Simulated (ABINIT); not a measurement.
## SnO2 (Cassiterite): changed settings of a GW run in ABINIT

Aim: change inputs of a GW run on SnO2 (Cassiterite) and see what moves.

Main program and level: ABINIT 10.8.3; PBE and many-body steps on it, plane waves.

### 1. The structure

It takes space group P4_2/mnm (No. 136, tetragonal). Conventional cell: a = 4.738 Å, b = 4.738 Å, c = 3.187 Å, α = 90.00°, β = 90.00°, γ = 90.00°. Sn has 6 O at 2.05 to 2.06 Å nearest. O has 3 Sn at 2.05 to 2.06 Å nearest. Farther neighbours and most contacts between anions are not listed.

The cell and positions come from the Crystallography Open Database and are kept as given unless a step says otherwise.

### 2. Screening, 2×2×4 mesh, 58 bands, screening to 87.1 eV

This step: ABINIT 10.8.3; RPA screening on PBE, plane waves, norm-conserving pseudopotentials.

The RPA dielectric matrix is built and inverted for each q.

Input file run.abi:

```
acell 3*1.0 Angstrom
rprim 
  4.738000000000 0.000000000000 0.000000000000
  0.000000000000 4.738000000000 0.000000000000
  0.000000000000 0.000000000000 3.186500000000
ntypat 2
znucl 50 8
natom 6
typat 1 1 2 2 2 2
xred 
  0.000000000000 0.000000000000 0.000000000000
  0.500000000000 0.500000000000 0.500000000000
  0.307100000000 0.307100000000 0.000000000000
  0.192900000000 0.807100000000 0.500000000000
  0.692900000000 0.692900000000 0.000000000000
  0.807100000000 0.192900000000 0.500000000000
pp_dirpath "pseudos"
pseudos "Sn.upf, O.upf"
ecut 42
ngkpt 2 2 4
nshiftk 1
shiftk 0 0 0
kptopt 1
chksymbreak 0
istwfk *1
occopt 1
irdwfk 1
optdriver 3
nband 58
ecuteps 3.2
inclvkb 2
awtr 1
symchi 1
indata_prefix "in"
outdata_prefix "out"
tmpdata_prefix "tmp"
```

Command:

```console
$ OMP_NUM_THREADS=1 mpirun -n 4 abinit run.abi > log
```

Output:

```text
.Version 10.8.3 of ABINIT. v10.8.2 released Aug 2026.

 Symmetries : space group P4_2/m n m (#136); Bravais tP (primitive tetrag.)
[... echo of the input left out ...]
== DATASET  1 ==================================================================
-   mpi_nproc: 4, omp_nthreads: 1 (-1 if OMP is not activated)

--- !DatasetInfo
iteration_state: {dtset: 1, }
dimensions: {natom: 6, nkpt: 9, mband: 58, nsppol: 1, nspinor: 1, nspden: 1, mpw: 6312, }
cutoff_energies: {ecut:  42.0, pawecutdg:  -1.0, }
electrons: {nelect:   6.80000000E+01, charge:   0.00000000E+00, occopt:   1.00000000E+00, tsmear:   1.00000000E-02, }

 SCREENING: Calculation of the susceptibility and dielectric matrices

 Based on a program developped by R.W. Godby, V. Olevano, G. Onida, and L. Reining.
 Incorporated in ABINIT by V. Olevano, G.-M. Rignanese, and M. Torrent.
.Using double precision arithmetic ; gwpc =  8

[... cell and pseudopotentials left out ...]
--------------------------------------------------------------------------------

 ==== K-mesh for the wavefunctions ====
 Number of points in the irreducible wedge :     9
[... list of points left out ...]
 Together with 16 symmetry operations and time-reversal symmetry
 yields    16 points in the full Brillouin Zone.

 ==== Q-mesh for the screening function ====
 Number of points in the irreducible wedge :     9
[... list of points left out ...]
 Together with 16 symmetry operations and time-reversal symmetry
 yields    16 points in the full Brillouin Zone.

 setmesh: FFT mesh size selected  =    36x   36x   24
          total number of points  =        31104

 vcoul_init : cutoff-mode = AUXILIARY_FUNCTION
 q-points for optical limit:   1
     1)      0.000010    0.000020    0.000030

- screening: taking advantage of time-reversal symmetry
- Maximum band index for partially occupied states nbvw = 34
- Remaining bands to be divided among processors   nbcw = 24
- Number of bands treated by each node ~6

 Number of electrons calculated from density =   68.0000; Expected =   68.0000
 average of density, n =  0.140867
 r_s =    1.1923
 omega_plasma =   36.2043 [eV]

 calculating chi0 at frequencies [eV] :
  1    0.000000E+00    0.000000E+00
  2    0.000000E+00    3.620427E+01

--------------------------------------------------------------------------------
  q-point number  1        q = ( 0.000000, 0.000000, 0.000000) [r.l.u.]
--------------------------------------------------------------------------------
[... chi0 elements left out ...]
 For q-point:  0.000010 0.000020 0.000030
  dielectric constant =   5.0305
  dielectric constant without local fields =   5.1897

  Average fulfillment of the sum rule on Im[epsilon] for q-point    1 :     18.00  [%]
[... wings left out ...]
  q-point number  2        q = ( 0.500000, 0.000000, 0.000000) [r.l.u.]
--------------------------------------------------------------------------------
[... chi0 elements left out ...]
  Average fulfillment of the sum rule on Im[epsilon] for q-point    2 :     25.96  [%]

 [... 7 further q-points ...]
```

It took 20 s on 4 MPI ranks of Arm Neoverse V1, shared host; peak memory 1.2 GiB; 81 s of CPU time.

This step gave:

```yaml
eps_infinity_with_local_fields_on_this_mesh_along_the_program_s_q_direction: 5.030
the_same_without_local_fields: 5.190
plasma_frequency: 36.20 eV
plane_waves_in_the_screening_matrix: 137
```

Local fields lower ε∞ by 3 %. On a Γ-centred mesh this coarse the value itself is usually too large, while a short band sum pulls it down.

### 3. Base

The self-energy is evaluated for the states that the input lists, and the levels follow from it, in one-shot runs by the linearised quasiparticle equation.

This step: G0W0 on PBE, plane waves, norm-conserving pseudopotentials.

Changes to run.abi since step 2:

```diff
@@ -27,8 +27,15 @@
 irdwfk 1
-optdriver 3
+optdriver 4
 nband 58
+gwcalctyp 0
+ecutsigx 42
+symsigma 1
+nkptgw 1
+kptgw 
+  0.0000000000 0.0000000000 0.0000000000
+bdgw 
+  32 36
 ecuteps 3.2
-inclvkb 2
-awtr 1
-symchi 1
+irdscr 1
+ppmodel 1
 indata_prefix "in"
```

Output:

```text
.Version 10.8.3 of ABINIT. v10.8.2 released Aug 2026.

 Symmetries : space group P4_2/m n m (#136); Bravais tP (primitive tetrag.)
[... echo of the input left out ...]
== DATASET  1 ==================================================================
-   mpi_nproc: 4, omp_nthreads: 1 (-1 if OMP is not activated)

--- !DatasetInfo
iteration_state: {dtset: 1, }
dimensions: {natom: 6, nkpt: 9, mband: 58, nsppol: 1, nspinor: 1, nspden: 1, mpw: 6312, }
cutoff_energies: {ecut:  42.0, pawecutdg:  -1.0, }
electrons: {nelect:   6.80000000E+01, charge:   0.00000000E+00, occopt:   1.00000000E+00, tsmear:   1.00000000E-02, }

 SIGMA: Calculation of the GW corrections

 Based on a program developped by R.W. Godby, V. Olevano, G. Onida, and L. Reining.
 Incorporated in ABINIT by V. Olevano, G.-M. Rignanese, and M. Torrent.
.Using double precision arithmetic ; gwpc =  8

[... cell and pseudopotentials left out ...]
--------------------------------------------------------------------------------

 ==== K-mesh for the wavefunctions ====
 Number of points in the irreducible wedge :     9
[... list of points left out ...]
 Together with 16 symmetry operations and time-reversal symmetry
 yields    16 points in the full Brillouin Zone.

 ==== Q-mesh for screening function ====
 Number of points in the irreducible wedge :     9
[... list of points left out ...]
 Together with 16 symmetry operations and time-reversal symmetry
 yields    16 points in the full Brillouin Zone.

 vcoul_init : cutoff-mode = AUXILIARY_FUNCTION
 q-points for optical limit:   1
     1)      0.000010    0.000020    0.000030
 setmesh: FFT mesh size selected  =    54x   54x   36
          total number of points  =       104976

 Number of electrons calculated from density =   68.0000; Expected =   68.0000
 average of density, n =  0.140867
 r_s =    1.1923
 omega_plasma =   36.2043 [eV]

 === KS Band Gaps ===
  >>>> For spin  1
   Minimum direct gap =   1.2836 [eV], located at k-point      :   0.0000  0.0000  0.0000
   Fundamental gap    =   1.2836 [eV], Top of valence bands at :   0.0000  0.0000  0.0000
                                       Bottom of conduction at :   0.0000  0.0000  0.0000
 SIGMA fundamental parameters:
 PLASMON POLE MODEL  1
 number of plane-waves for SigmaX                 6273
 number of plane-waves for SigmaC and W            137
 number of plane-waves for wavefunctions          6273
 number of bands                                    58
 number of independent spin polarizations            1
 number of spinorial components                      1
 number of k-points in IBZ                           9
 number of q-points in IBZ                           9
 number of symmetry operations                      16
 number of k-points in BZ                           16
 number of q-points in BZ                           16
 number of frequencies for dSigma/dE                 9
 frequency step for dSigma/dE [eV]                0.25
 number of omega for Sigma on real axis              0
 max omega for Sigma on real axis  [eV]           0.00
 zcut for avoiding poles [eV]                     0.10

 EPSILON^-1 parameters (SCR file):
 dimension of the eps^-1 matrix on file            137
 dimension of the eps^-1 matrix used               137
 number of plane-waves for wavefunctions          6273
 number of bands                                    58
 number of q-points in IBZ                           9
 number of frequencies                               2
 number of real frequencies                          1
 number of imag frequencies                          1

 matrix elements of self-energy operator (all in [eV])

 Perturbative Calculation

--- !SelfEnergy_ee
iteration_state: {dtset: 1, }
kpoint     : [   0.000,    0.000,    0.000, ]
spin       : 1
KS_gap     :    1.284
QP_gap     :    2.951
Delta_QP_KS:    1.668
data: !SigmaeeData |
     Band     E0 <VxcDFT>   SigX SigC(E0)      Z dSigC/dE  Sig(E)    E-E0       E
       32   6.013 -20.019 -25.554   5.530   0.781  -0.281 -20.023  -0.004   6.010
       33   6.013 -20.019 -25.554   5.530   0.781  -0.281 -20.023  -0.004   6.010
       34   6.777 -20.354 -26.147   5.756   0.780  -0.282 -20.383  -0.029   6.748
       35   8.061 -16.496 -12.268  -2.283   0.843  -0.187 -14.858   1.638   9.699
       36  12.920 -16.300 -10.641  -2.961   0.834  -0.199 -14.050   2.250  15.170

== END DATASET(S) ==============================================================
================================================================================

 -outvars: echo values of variables after computation  --------
           etotal      0.0000000000E+00
            nband          58
             nkpt           9
          spgroup         136
 [... the other variables as echoed above ...]

 Calculation completed.
```

Elapsed: 4.3 s, on 4 MPI ranks; peak memory 0.99 GiB.

This step gave:

```
G0W0 gap on the points computed              : 2.951 eV
starting gap on the mesh                     : 1.284 eV
k of the valence top                         : 0, 0, 0
k of the conduction bottom                   : 0, 0, 0
Z at the valence top                         : 0.78
Z at the conduction bottom                   : 0.843
least direct G0W0 gap on the computed points : 2.951 eV
```

The gap on the mesh goes from 1.28 eV to 2.95 eV, a correction of +1.67 eV.

### 4. Exchange cutoff

Changes to run.abi since step 3:

```diff
@@ -30,3 +30,3 @@
 gwcalctyp 0
-ecutsigx 42
+ecutsigx 84
 symsigma 1
```

Output:

```text
.Version 10.8.3 of ABINIT. v10.8.2 released Aug 2026.

 Symmetries : space group P4_2/m n m (#136); Bravais tP (primitive tetrag.)
[... echo of the input left out ...]
== DATASET  1 ==================================================================
-   mpi_nproc: 4, omp_nthreads: 1 (-1 if OMP is not activated)

--- !DatasetInfo
iteration_state: {dtset: 1, }
dimensions: {natom: 6, nkpt: 9, mband: 58, nsppol: 1, nspinor: 1, nspden: 1, mpw: 6312, }
cutoff_energies: {ecut:  42.0, pawecutdg:  -1.0, }
electrons: {nelect:   6.80000000E+01, charge:   0.00000000E+00, occopt:   1.00000000E+00, tsmear:   1.00000000E-02, }

 SIGMA: Calculation of the GW corrections

 Based on a program developped by R.W. Godby, V. Olevano, G. Onida, and L. Reining.
 Incorporated in ABINIT by V. Olevano, G.-M. Rignanese, and M. Torrent.
.Using double precision arithmetic ; gwpc =  8

[... cell and pseudopotentials left out ...]
--------------------------------------------------------------------------------

 ==== K-mesh for the wavefunctions ====
 Number of points in the irreducible wedge :     9
[... list of points left out ...]
 Together with 16 symmetry operations and time-reversal symmetry
 yields    16 points in the full Brillouin Zone.

 ==== Q-mesh for screening function ====
 Number of points in the irreducible wedge :     9
[... list of points left out ...]
 Together with 16 symmetry operations and time-reversal symmetry
 yields    16 points in the full Brillouin Zone.

 vcoul_init : cutoff-mode = AUXILIARY_FUNCTION
 q-points for optical limit:   1
     1)      0.000010    0.000020    0.000030
 setmesh: FFT mesh size selected  =    72x   72x   48
          total number of points  =       248832

 Number of electrons calculated from density =   68.0000; Expected =   68.0000
[...]
number of q-points in IBZ                           9
 number of symmetry operations                      16
 number of k-points in BZ                           16
 number of q-points in BZ                           16
 number of frequencies for dSigma/dE                 9
 frequency step for dSigma/dE [eV]                0.25
 number of omega for Sigma on real axis              0
 max omega for Sigma on real axis  [eV]           0.00
 zcut for avoiding poles [eV]                     0.10

 EPSILON^-1 parameters (SCR file):
 dimension of the eps^-1 matrix on file            137
 dimension of the eps^-1 matrix used               137
 number of plane-waves for wavefunctions          6273
 number of bands                                    58
 number of q-points in IBZ                           9
 number of frequencies                               2
 number of real frequencies                          1
 number of imag frequencies                          1

 matrix elements of self-energy operator (all in [eV])

 Perturbative Calculation

--- !SelfEnergy_ee
iteration_state: {dtset: 1, }
kpoint     : [   0.000,    0.000,    0.000, ]
spin       : 1
KS_gap     :    1.284
QP_gap     :    2.952
Delta_QP_KS:    1.668
data: !SigmaeeData |
     Band     E0 <VxcDFT>   SigX SigC(E0)      Z dSigC/dE  Sig(E)    E-E0       E
       32   6.013 -20.019 -25.555   5.530   0.781  -0.281 -20.024  -0.005   6.008
       33   6.013 -20.019 -25.555   5.530   0.781  -0.281 -20.024  -0.005   6.008
       34   6.777 -20.354 -26.149   5.756   0.780  -0.282 -20.385  -0.031   6.746
       35   8.061 -16.496 -12.269  -2.283   0.843  -0.187 -14.858   1.638   9.698
       36  12.920 -16.300 -10.645  -2.961   0.834  -0.199 -14.053   2.247  15.167

== END DATASET(S) ==============================================================
================================================================================

 -outvars: echo values of variables after computation  --------
           etotal      0.0000000000E+00
            nband          58
             nkpt           9
          spgroup         136
 [... the other variables as echoed above ...]

 Calculation completed.
```

Run time: 5.4 s. Hardware: 4 MPI ranks; peak memory 1 GiB; 21 s of CPU time.

Numbers from this step:

- G0W0 gap on the points computed: 2.952 eV
- starting gap on the mesh: 1.284 eV
- k of the valence top: 0, 0, 0
- k of the conduction bottom: 0, 0, 0
- Z at the valence top: 0.78
- Z at the conduction bottom: 0.843
- least direct G0W0 gap on the computed points: 2.952 eV

### 5. Fewer bands in the self-energy

Changes to run.abi since step 4:

```diff
@@ -28,5 +28,5 @@
 optdriver 4
-nband 58
+nband 44
 gwcalctyp 0
-ecutsigx 84
+ecutsigx 42
 symsigma 1
```

Output:

```text
.Version 10.8.3 of ABINIT. v10.8.2 released Aug 2026.

 Symmetries : space group P4_2/m n m (#136); Bravais tP (primitive tetrag.)
[... echo of the input left out ...]
== DATASET  1 ==================================================================
-   mpi_nproc: 4, omp_nthreads: 1 (-1 if OMP is not activated)

--- !DatasetInfo
iteration_state: {dtset: 1, }
dimensions: {natom: 6, nkpt: 9, mband: 44, nsppol: 1, nspinor: 1, nspden: 1, mpw: 6312, }
cutoff_energies: {ecut:  42.0, pawecutdg:  -1.0, }
electrons: {nelect:   6.80000000E+01, charge:   0.00000000E+00, occopt:   1.00000000E+00, tsmear:   1.00000000E-02, }

 SIGMA: Calculation of the GW corrections

 Based on a program developped by R.W. Godby, V. Olevano, G. Onida, and L. Reining.
 Incorporated in ABINIT by V. Olevano, G.-M. Rignanese, and M. Torrent.
.Using double precision arithmetic ; gwpc =  8

[... cell and pseudopotentials left out ...]
--------------------------------------------------------------------------------

 ==== K-mesh for the wavefunctions ====
 Number of points in the irreducible wedge :     9
[... list of points left out ...]
 Together with 16 symmetry operations and time-reversal symmetry
 yields    16 points in the full Brillouin Zone.

 ==== Q-mesh for screening function ====
 Number of points in the irreducible wedge :     9
[... list of points left out ...]
 Together with 16 symmetry operations and time-reversal symmetry
 yields    16 points in the full Brillouin Zone.

 vcoul_init : cutoff-mode = AUXILIARY_FUNCTION
 q-points for optical limit:   1
     1)      0.000010    0.000020    0.000030
 setmesh: FFT mesh size selected  =    54x   54x   36
          total number of points  =       104976

 Number of electrons calculated from density =   68.0000; Expected =   68.0000
[...]
number of q-points in IBZ                           9
 number of symmetry operations                      16
 number of k-points in BZ                           16
 number of q-points in BZ                           16
 number of frequencies for dSigma/dE                 9
 frequency step for dSigma/dE [eV]                0.25
 number of omega for Sigma on real axis              0
 max omega for Sigma on real axis  [eV]           0.00
 zcut for avoiding poles [eV]                     0.10

 EPSILON^-1 parameters (SCR file):
 dimension of the eps^-1 matrix on file            137
 dimension of the eps^-1 matrix used               137
 number of plane-waves for wavefunctions          6273
 number of bands                                    58
 number of q-points in IBZ                           9
 number of frequencies                               2
 number of real frequencies                          1
 number of imag frequencies                          1

 matrix elements of self-energy operator (all in [eV])

 Perturbative Calculation

--- !SelfEnergy_ee
iteration_state: {dtset: 1, }
kpoint     : [   0.000,    0.000,    0.000, ]
spin       : 1
KS_gap     :    1.284
QP_gap     :    2.952
Delta_QP_KS:    1.668
data: !SigmaeeData |
     Band     E0 <VxcDFT>   SigX SigC(E0)      Z dSigC/dE  Sig(E)    E-E0       E
       32   6.013 -20.019 -25.554   5.789   0.784  -0.275 -19.819   0.200   6.213
       33   6.013 -20.019 -25.554   5.789   0.784  -0.275 -19.819   0.200   6.213
       34   6.777 -20.354 -26.147   6.048   0.784  -0.275 -20.154   0.200   6.977
       35   8.061 -16.496 -12.268  -2.022   0.847  -0.181 -14.628   1.868   9.929
       36  12.920 -16.300 -10.641  -2.475   0.843  -0.186 -13.615   2.685  15.605

== END DATASET(S) ==============================================================
================================================================================

 -outvars: echo values of variables after computation  --------
           etotal      0.0000000000E+00
            nband          44
             nkpt           9
          spgroup         136
 [... the other variables as echoed above ...]

 Calculation completed.
```

Elapsed: 4 s, on 4 MPI ranks; peak memory 0.98 GiB.

This step gave:

| Item | Value |
| --- | --- |
| G0W0 gap on the points computed | 2.952 eV |
| starting gap on the mesh | 1.284 eV |
| k of the valence top | 0, 0, 0 |
| k of the conduction bottom | 0, 0, 0 |
| Z at the valence top | 0.784 |
| Z at the conduction bottom | 0.847 |
| least direct G0W0 gap on the computed points | 2.952 eV |

(Part 1 of 2 ends here.)

[Paths, hosts, dates, memory and timing lines, banners, echoed tables and standing remarks are left out of the program output.]

[Logs are printed without paths, hosts, clocks, repeated set-up lines and the standing remarks that a program may print on its own settings, such as how far it seeks lower states.]

[Runs of the session that timed out or met a known fault of the program may be left out.]

[Hosts, paths, dates, database ids (printed as entryN), source tags and the programs' standing remarks are cut or masked in the printed files.]

[G0W0 gaps are taken among the corrected bands and points alone; a level outside them can change the order at an edge.]

[Where Ansatz stands beside ABINIT at settings called matched, ABINIT's density can come from a denser mesh and the files from another edition; pairs whose starting gaps differed by over 0.03 eV were left out, so agreement reads better than it is.]
